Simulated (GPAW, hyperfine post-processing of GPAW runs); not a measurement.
# From spin density to shift: 25Mg in MgV2Cd2O7

A spin-polarised calculation (DFT, revPBE+U, plane-wave PAW, GPAW setups, collinear spin, scalar-relativistic; GPAW) with all V moments parallel (S = 0.5 each) puts a spin density ρ↑ − ρ↓ of 0.09863 e/Å³, counted along the moments, at one Mg nucleus (4 V through links of 79 to 85° (3), 90 to 93° (3), 101° (1) and 172° (1)). Take g = 2, spin-only moments and Θ = 0 K (a pure Curie law); γ/2π of 25Mg is -2.6083 MHz/T.

**Task.** Find the contact field, the hyperfine constant and the contact shift at 340 K and 360 K, supposing that the crystal is a paramagnet with these local moments at both.

1. A spin density ρ_s carries a moment density μB ρ_s, and the contact field is B_c = (2μ₀/3) μB ρ_s. For 1 e/Å³ that is 7.769 T, so B_c = 0.7663 T.

2. With H = A S·I summed over the ions, A = γB_c/(2πS) = -2.6083 × 0.7663 / 0.5 = -4.00 MHz.

3. In a field B0 the paramagnet reaches only a fraction of saturation, M/M_sat = g μB (S + 1) B0 / [3 k_B (T − Θ)]. At 340 K this is 1.9756e-03 per tesla, or 0.464 % at 2.35 T.

4. The shift is that fraction of B_c over B0, so B0 drops out: δ = 0.7663 × 1.9756e-03 × 10⁶ = 1510 ppm at 340 K.

5. At 360 K it scales by (340 − Θ)/(360 − Θ) = 0.944, to 1430 ppm.

6. The sign says that the spin at the nucleus is parallel to the V moments, as where half-filled orbitals delocalise onto the site. Over this level and the 4 others of the session's ladder with the same moment and an open gap (any hybrids aside), the field runs from 0.709 to 0.959 T. Spin flips in this cell gave a rough Θ of 207 K, not relied on, which would scale the first shift by 2.56. Orbital and pseudocontact parts are not included.

[Hosts, paths, dates, database ids (printed as entryN), source tags and the programs' standing remarks are cut or masked in the printed files.]
